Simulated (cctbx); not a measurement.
# Diagnosing a refinement

Cell a = 3.9650 Å, b = 13.5100 Å, c = 13.8270 Å, α = 90.00°, β = 90.00°, γ = 90.00°; space group Cmcm (no. 63).

Simulated single-crystal data (cctbx): Mo Kα, λ = 0.71073 Å, to d = 0.75 Å, 70 % of the full sphere, strongest reflection 20000 counts, noise from counting, a 6 % proportional error and a noise floor of 8 counts (s.d.); no absorption.

An isotropic refinement with weights 1/σ² prints:

```text
Rint 0.049, 545 unique reflections to 0.75 A
cycle     R1     wR2    GooF  max shift (A)
   1  0.5721  0.8561  20.281   0.33279
   6  0.0172  0.0407   0.965   0.00002
final R1 0.0172 wR2 0.0407 GooF 0.965  parameters 13  data/parameter 41.9
atom        x        y        z      Ueq    occ   su(xyz)  su(Uiso or U11)
Sm1    0.00000  0.36530  0.93670   0.0061  1.000  0.00002  0.0001
Ni1    0.00000  0.15883  0.25000   0.0105  1.000  0.00007  0.0002
K1     0.50000  0.39332  0.25000   0.0105  1.000  0.00010  0.0002
S1     0.00000  0.00000  0.00000   0.0102  1.000  0.00000  0.0003
S2     0.50000  0.06472  0.25000   0.0121  1.000  0.00012  0.0003
S3     0.00000  0.26581  0.38767   0.0100  1.000  0.00008  0.0002
difference map: max 1.00 min -1.10 rms 0.24
Q1    0.0000  0.1436  0.5366    8    1.02  2.00 A from S1
Q2    0.1982  0.0353  0.7500    8    0.85  1.24 A from K1
Q3    0.0000  0.4208  0.2078    8    0.83  2.03 A from S2
Q4    0.0000  0.0061  0.2500    4    0.82  1.52 A from K1
Q5    0.1197  0.1107  0.2500    8    0.77  0.81 A from Ni1
Q6    0.0000  0.2621  0.0345    8    0.75  1.08 A from S3
```

Q: Accept it or mend it, and why?

It can stand. The set-up had a fault (start far from the minimum), but the refinement still reached the right minimum: R1 = 0.0172, wR2 = 0.0407, GooF = 0.96 against R1 = 0.0172, wR2 = 0.0407, GooF = 0.96 for the right model.

The compound is KSm2NiS4. The right model at the same level gives:

```text
Rint 0.049, 545 unique reflections to 0.75 A
cycle     R1     wR2    GooF  max shift (A)
   1  0.1391  0.3172   7.514   0.07409
   2  0.0172  0.0407   0.965   0.00001
final R1 0.0172 wR2 0.0407 GooF 0.965  parameters 13  data/parameter 41.9
atom        x        y        z      Ueq    occ   su(xyz)  su(Uiso or U11)
Sm1    0.00000  0.36530  0.93670   0.0061  1.000  0.00002  0.0001
Ni1    0.00000  0.15883  0.25000   0.0105  1.000  0.00007  0.0002
K1     0.50000  0.39332  0.25000   0.0105  1.000  0.00010  0.0002
S1     0.00000  0.00000  0.00000   0.0102  1.000  0.00000  0.0003
S2     0.50000  0.06472  0.25000   0.0121  1.000  0.00012  0.0003
S3     0.00000  0.26581  0.38767   0.0100  1.000  0.00008  0.0002
difference map: max 1.00 min -1.10 rms 0.24
Q1    0.0000  0.1436  0.5366    8    1.02  2.00 A from S1
Q2    0.1982  0.0353  0.7500    8    0.85  1.24 A from K1
Q3    0.0000  0.4208  0.2078    8    0.83  2.03 A from S2
Q4    0.0000  0.0061  0.2500    4    0.82  1.52 A from K1
Q5    0.1197  0.1107  0.2500    8    0.77  0.81 A from Ni1
Q6    0.0000  0.2621  0.0345    8    0.75  1.08 A from S3
```

This is a model crystal, built by substitution and not relaxed, with assumed displacement parameters.

[Middle refinement cycles are left out of these outputs.]

[Logs are printed without paths, hosts, clocks, repeated set-up lines and the standing remarks that a program may print on its own settings, such as how far it seeks lower states.]
